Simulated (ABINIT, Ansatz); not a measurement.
## KCl (Sylvite): G0W0 on several meshes in ABINIT

Wanted: mesh dependence and cost of G0W0 for KCl (Sylvite).

Main program and level: ABINIT 10.8.3; PBE and many-body steps on it, plane waves.

**1. Set-up**

The structure is cubic, space group Fm-3m (No. 225). The conventional cell has a = 6.293 Å, b = 6.293 Å, c = 6.293 Å, α = 90.00°, β = 90.00°, γ = 90.00°. K has 6 Cl at 3.15 Å nearest. Nearest to Cl lie 6 K at 3.15 Å. Farther neighbours and most contacts between anions are not listed.

The cell and positions come from the Crystallography Open Database and are kept as given unless a step says otherwise.

**2. Empty states on the mesh, 4×4×4 mesh, 201 bands**

This step: ABINIT 10.8.3; DFT, PBE, plane waves, norm-conserving pseudopotentials.

The sums over transitions need many empty states on a uniform mesh; this step solves for them.

Contents of run.abi:

```
acell 3*1.0 Angstrom
rprim 
  -0.000000000000 3.146470000000 3.146470000000
  3.146470000000 0.000000000000 3.146470000000
  3.146470000000 3.146470000000 -0.000000000000
ntypat 2
znucl 19 17
natom 2
typat 1 2
xred 
  0.000000000000 0.000000000000 0.000000000000
  0.500000000000 0.500000000000 0.500000000000
pp_dirpath "pseudos"
pseudos "K.upf, Cl.upf"
ecut 33
ngkpt 4 4 4
nshiftk 1
shiftk 0 0 0
kptopt 1
chksymbreak 0
irdden 1
istwfk *1
nband 201
prtvol 0
optdriver 6
gwr_task "HDIAGO"
paral_kgb 0
occopt 1
indata_prefix "in"
outdata_prefix "out"
tmpdata_prefix "tmp"
```

Launch:

```console
$ OMP_NUM_THREADS=1 mpirun -n 4 abinit run.abi > log
```

Numbers of over 12 decimals in the logs are rounded to 6 here.

Log:

```text
.Version 10.8.3 of ABINIT. v10.8.2 released Aug 2026.

 Symmetries : space group Fm -3 m (#225); Bravais cF (face-center cubic)
[... echo of the input left out ...]
== DATASET  1 ==================================================================
-   mpi_nproc: 4, omp_nthreads: 1 (-1 if OMP is not activated)

--- !DatasetInfo
iteration_state: {dtset: 1, }
dimensions: {natom: 2, nkpt: 8, mband: 201, nsppol: 1, nspinor: 1, nspden: 1, mpw: 3839, }
cutoff_energies: {ecut:  33.0, pawecutdg:  -1.0, }
[...]
Direct band gap semiconductor
 Fundamental gap:     5.190 (eV)
   VBM:    -0.231 (eV) at k: [ 0.0000E+00,  0.0000E+00,  0.0000E+00]
   CBM:     4.958 (eV) at k: [ 0.0000E+00,  0.0000E+00,  0.0000E+00]
 Direct gap:         5.190 (eV) at k: [ 0.0000E+00,  0.0000E+00,  0.0000E+00]

== END DATASET(S) ==============================================================
================================================================================

 -outvars: echo values of variables after computation  --------
           etotal      0.0000000000E+00
            nband         201
             nkpt           8
          spgroup         225
 [... the other variables as echoed above ...]

 Calculation completed.
```

Elapsed: 1.8 min, on 4 MPI ranks of Intel Xeon Platinum 8259CL at 2.50GHz (Skylake/Cascade Lake), shared host; peak memory 3.4 GiB.

This step gave:

```
gap                                                           : 5.190 eV
k of the valence top                                          : 0, 0, 0
k of the conduction bottom                                    : 0, 0, 0
least direct gap                                              : 5.190 eV
k points computed                                             : 8
lowest point of the top converged band, above the valence top : 112.3479 eV
```

On this mesh the gap is 5.190 eV.

The density comes from a self-consistent run that is not shown.

**3. Screening, 4×4×4 mesh, 83 bands, screening to 141.5 eV**

The RPA dielectric matrix is built and inverted for each q.

This step: RPA screening on PBE, plane waves, norm-conserving pseudopotentials.

run.abi: that of step 2 with these lines changed.

```diff
@@ -20,10 +20,11 @@
 chksymbreak 0
-irdden 1
 istwfk *1
-nband 201
-prtvol 0
-optdriver 6
-gwr_task "HDIAGO"
-paral_kgb 0
 occopt 1
+irdwfk 1
+optdriver 3
+nband 83
+ecuteps 5.2
+inclvkb 2
+awtr 1
+symchi 1
 indata_prefix "in"
```

Log:

```text
.Version 10.8.3 of ABINIT. v10.8.2 released Aug 2026.

 Symmetries : space group Fm -3 m (#225); Bravais cF (face-center cubic)
[... echo of the input left out ...]
== DATASET  1 ==================================================================
-   mpi_nproc: 4, omp_nthreads: 1 (-1 if OMP is not activated)

--- !DatasetInfo
iteration_state: {dtset: 1, }
dimensions: {natom: 2, nkpt: 8, mband: 83, nsppol: 1, nspinor: 1, nspden: 1, mpw: 3839, }
cutoff_energies: {ecut:  33.0, pawecutdg:  -1.0, }
electrons: {nelect:   1.60000000E+01, charge:   0.00000000E+00, occopt:   1.00000000E+00, tsmear:   1.00000000E-02, }

 SCREENING: Calculation of the susceptibility and dielectric matrices

 Based on a program developped by R.W. Godby, V. Olevano, G. Onida, and L. Reining.
 Incorporated in ABINIT by V. Olevano, G.-M. Rignanese, and M. Torrent.
.Using double precision arithmetic ; gwpc =  8

[... cell and pseudopotentials left out ...]
--------------------------------------------------------------------------------

 ==== K-mesh for the wavefunctions ====
 Number of points in the irreducible wedge :     8
[... list of points left out ...]
 Together with 48 symmetry operations and time-reversal symmetry
 yields    64 points in the full Brillouin Zone.

 ==== Q-mesh for the screening function ====
 Number of points in the irreducible wedge :     8
[... list of points left out ...]
 Together with 48 symmetry operations and time-reversal symmetry
 yields    64 points in the full Brillouin Zone.

 setmesh: FFT mesh size selected  =    32x   32x   32
          total number of points  =        32768

 vcoul_init : cutoff-mode = AUXILIARY_FUNCTION
 q-points for optical limit:   1
     1)      0.000010    0.000020    0.000030

- screening: taking advantage of time-reversal symmetry
- Maximum band index for partially occupied states nbvw = 8
- Remaining bands to be divided among processors   nbcw = 75
- Number of bands treated by each node ~18

 Number of electrons calculated from density =   16.0000; Expected =   16.0000
 average of density, n =  0.038056
 r_s =    1.8443
 omega_plasma =   18.8177 [eV]

 calculating chi0 at frequencies [eV] :
  1    0.000000E+00    0.000000E+00
  2    0.000000E+00    1.881772E+01

--------------------------------------------------------------------------------
  q-point number  1        q = ( 0.000000, 0.000000, 0.000000) [r.l.u.]
--------------------------------------------------------------------------------
[... chi0 elements left out ...]
 For q-point:  0.000010 0.000020 0.000030
  dielectric constant =   2.1768
  dielectric constant without local fields =   2.5833

  Average fulfillment of the sum rule on Im[epsilon] for q-point    1 :     65.00  [%]
[... wings left out ...]
  q-point number  2        q = ( 0.250000, 0.000000, 0.000000) [r.l.u.]
--------------------------------------------------------------------------------
[... chi0 elements left out ...]
  Average fulfillment of the sum rule on Im[epsilon] for q-point    2 :     74.68  [%]

 [... 6 further q-points ...]
```

It took 31 s on 4 MPI ranks; peak memory 0.89 GiB; 2.1 min of CPU time.

This step gave:

* ε∞ with local fields, on this mesh, along the program's q direction: 2.177
* the same without local fields: 2.583
* plasma frequency: 18.82 eV
* plane waves in the screening matrix: 259

Local fields lower ε∞ by 16 %.

**4. 4×4×4**

The self-energy is evaluated for the states that the input lists, and the levels follow from it, in one-shot runs by the linearised quasiparticle equation.

This step: G0W0 on PBE, plane waves, norm-conserving pseudopotentials.

run.abi: that of step 3 with these lines changed.

```diff
@@ -23,8 +23,15 @@
 irdwfk 1
-optdriver 3
+optdriver 4
 nband 83
+gwcalctyp 0
+ecutsigx 33
+symsigma 1
+nkptgw 1
+kptgw 
+  0.0000000000 0.0000000000 0.0000000000
+bdgw 
+  6 12
 ecuteps 5.2
-inclvkb 2
-awtr 1
-symchi 1
+irdscr 1
+ppmodel 1
 indata_prefix "in"
```

Log:

```text
.Version 10.8.3 of ABINIT. v10.8.2 released Aug 2026.

 Symmetries : space group Fm -3 m (#225); Bravais cF (face-center cubic)
[... echo of the input left out ...]
== DATASET  1 ==================================================================
-   mpi_nproc: 4, omp_nthreads: 1 (-1 if OMP is not activated)

--- !DatasetInfo
iteration_state: {dtset: 1, }
dimensions: {natom: 2, nkpt: 8, mband: 83, nsppol: 1, nspinor: 1, nspden: 1, mpw: 3839, }
cutoff_energies: {ecut:  33.0, pawecutdg:  -1.0, }
electrons: {nelect:   1.60000000E+01, charge:   0.00000000E+00, occopt:   1.00000000E+00, tsmear:   1.00000000E-02, }

 SIGMA: Calculation of the GW corrections

 Based on a program developped by R.W. Godby, V. Olevano, G. Onida, and L. Reining.
 Incorporated in ABINIT by V. Olevano, G.-M. Rignanese, and M. Torrent.
.Using double precision arithmetic ; gwpc =  8

[... cell and pseudopotentials left out ...]
--------------------------------------------------------------------------------

 ==== K-mesh for the wavefunctions ====
 Number of points in the irreducible wedge :     8
[... list of points left out ...]
 Together with 48 symmetry operations and time-reversal symmetry
 yields    64 points in the full Brillouin Zone.

 ==== Q-mesh for screening function ====
 Number of points in the irreducible wedge :     8
[... list of points left out ...]
 Together with 48 symmetry operations and time-reversal symmetry
 yields    64 points in the full Brillouin Zone.

 vcoul_init : cutoff-mode = AUXILIARY_FUNCTION
 q-points for optical limit:   1
     1)      0.000010    0.000020    0.000030
 setmesh: FFT mesh size selected  =    45x   45x   45
          total number of points  =        91125

 Number of electrons calculated from density =   16.0000; Expected =   16.0000
 average of density, n =  0.038056
 r_s =    1.8443
 omega_plasma =   18.8177 [eV]

 === KS Band Gaps ===
  >>>> For spin  1
   Minimum direct gap =   5.1895 [eV], located at k-point      :   0.0000  0.0000  0.0000
   Fundamental gap    =   5.1895 [eV], Top of valence bands at :   0.0000  0.0000  0.0000
                                       Bottom of conduction at :   0.0000  0.0000  0.0000
 SIGMA fundamental parameters:
 PLASMON POLE MODEL  1
 number of plane-waves for SigmaX                 3839
 number of plane-waves for SigmaC and W            259
 number of plane-waves for wavefunctions          3839
 number of bands                                    83
 number of independent spin polarizations            1
 number of spinorial components                      1
 number of k-points in IBZ                           8
 number of q-points in IBZ                           8
 number of symmetry operations                      48
 number of k-points in BZ                           64
 number of q-points in BZ                           64
 number of frequencies for dSigma/dE                 9
 frequency step for dSigma/dE [eV]                0.25
 number of omega for Sigma on real axis              0
 max omega for Sigma on real axis  [eV]           0.00
 zcut for avoiding poles [eV]                     0.10

 EPSILON^-1 parameters (SCR file):
 dimension of the eps^-1 matrix on file            259
 dimension of the eps^-1 matrix used               259
 number of plane-waves for wavefunctions          3839
 number of bands                                    83
 number of q-points in IBZ                           8
 number of frequencies                               2
 number of real frequencies                          1
 number of imag frequencies                          1

 matrix elements of self-energy operator (all in [eV])

 Perturbative Calculation

--- !SelfEnergy_ee
iteration_state: {dtset: 1, }
kpoint     : [   0.000,    0.000,    0.000, ]
spin       : 1
KS_gap     :    5.190
QP_gap     :    7.964
Delta_QP_KS:    2.775
data: !SigmaeeData |
     Band     E0 <VxcDFT>   SigX SigC(E0)      Z dSigC/dE  Sig(E)    E-E0       E
        6  -0.231 -14.148 -18.664   2.083   0.811  -0.233 -16.122  -1.974  -2.206
        7  -0.231 -14.148 -18.664   2.083   0.811  -0.233 -16.122  -1.974  -2.206
        8  -0.231 -14.148 -18.664   2.083   0.811  -0.233 -16.122  -1.974  -2.206
        9   4.958  -6.955  -3.245  -2.793   0.874  -0.144  -6.154   0.801   5.759
       10   8.135  -8.956  -4.051  -2.823   0.870  -0.149  -7.144   1.812   9.947
       11   8.135  -8.956  -4.051  -2.823   0.870  -0.149  -7.144   1.812   9.947
       12   8.135  -8.956  -4.051  -2.823   0.870  -0.149  -7.144   1.812   9.947

== END DATASET(S) ==============================================================
================================================================================

 -outvars: echo values of variables after computation  --------
           etotal      0.0000000000E+00
            nband          83
             nkpt           8
          spgroup         225
 [... the other variables as echoed above ...]

 Calculation completed.
```

The job ended after 9.3 s (4 MPI ranks; peak memory 0.94 GiB).

Numbers from this step:

```
G0W0 gap on the points computed              : 7.965 eV
starting gap on the mesh                     : 5.190 eV
k of the valence top                         : 0, 0, 0
k of the conduction bottom                   : 0, 0, 0
Z at the valence top                         : 0.811
Z at the conduction bottom                   : 0.874
least direct G0W0 gap on the computed points : 7.965 eV
```

The gap on the mesh goes from 5.19 eV to 7.96 eV, a correction of +2.78 eV.

**5. Empty states on the mesh, 6×6×6 mesh, 91 bands**

This step: DFT, PBE, plane waves, norm-conserving pseudopotentials.

run.abi: that of step 4 with these lines changed.

```diff
@@ -15,3 +15,3 @@
 ecut 33
-ngkpt 4 4 4
+ngkpt 6 6 6
 nshiftk 1
@@ -20,18 +20,10 @@
 chksymbreak 0
+iscf -2
+irdden 1
 istwfk *1
-occopt 1
-irdwfk 1
-optdriver 4
-nband 83
-gwcalctyp 0
-ecutsigx 33
-symsigma 1
-nkptgw 1
-kptgw 
-  0.0000000000 0.0000000000 0.0000000000
-bdgw 
-  6 12
-ecuteps 5.2
-irdscr 1
-ppmodel 1
+nband 91
+nbdbuf 8
+tolwfr 1e-09
+nstep 60
+prtvol 0
 indata_prefix "in"
```

Log:

```text
.Version 10.8.3 of ABINIT. v10.8.2 released Aug 2026.

 Symmetries : space group Fm -3 m (#225); Bravais cF (face-center cubic)
[... echo of the input left out ...]
== DATASET  1 ==================================================================
-   mpi_nproc: 4, omp_nthreads: 1 (-1 if OMP is not activated)

--- !DatasetInfo
iteration_state: {dtset: 1, }
dimensions: {natom: 2, nkpt: 16, mband: 91, nsppol: 1, nspinor: 1, nspden: 1, mpw: 3839, }
cutoff_energies: {ecut:  33.0, pawecutdg:  -1.0, }
[...]
2.07093    2.10372    2.10372    2.10372    2.31914    2.31914    2.31914    2.35985
   2.35985    2.36941    2.36941    2.36941    2.40003    2.43862    2.44179    2.44179
   2.44179    2.55325    2.55811
 prteigrs : prtvol=0 or 1, do not print more k-points.

== END DATASET(S) ==============================================================
================================================================================

 -outvars: echo values of variables after computation  --------
            nband          91
             nkpt          16
          spgroup         225
 [... the other variables as echoed above ...]

 Calculation completed.
```

Wall time 54 s (4 MPI ranks); peak memory 0.39 GiB.

This step gave:

```yaml
gap: 5.189 eV
k_of_the_valence_top: 0, 0, 0
k_of_the_conduction_bottom: 0, 0, 0
least_direct_gap: 5.189 eV
k_points_computed: 16
lowest_point_of_the_top_converged_band_above_the_valence_top: 60.7807 eV
```

On this mesh the gap is 5.189 eV.

(Part 1 of 2 ends here.)

[Paths, hosts, dates, memory and timing lines, banners, echoed tables and standing remarks are left out of the program output.]

[Logs are printed without paths, hosts, clocks, repeated set-up lines and the standing remarks that a program may print on its own settings, such as how far it seeks lower states.]

[Runs of the session that timed out or met a known fault of the program may be left out.]

[No measured gap is set beside runs whose start may be inverted or whose files or cutoffs have a known fault.]

[Hosts, paths, dates, database ids (printed as entryN), source tags and the programs' standing remarks are cut or masked in the printed files.]

[G0W0 gaps are taken among the corrected bands and points alone; a level outside them can change the order at an edge.]

[Where Ansatz stands beside ABINIT at settings called matched, ABINIT's density can come from a denser mesh and the files from another edition; pairs whose starting gaps differed by over 0.03 eV were left out, so agreement reads better than it is.]
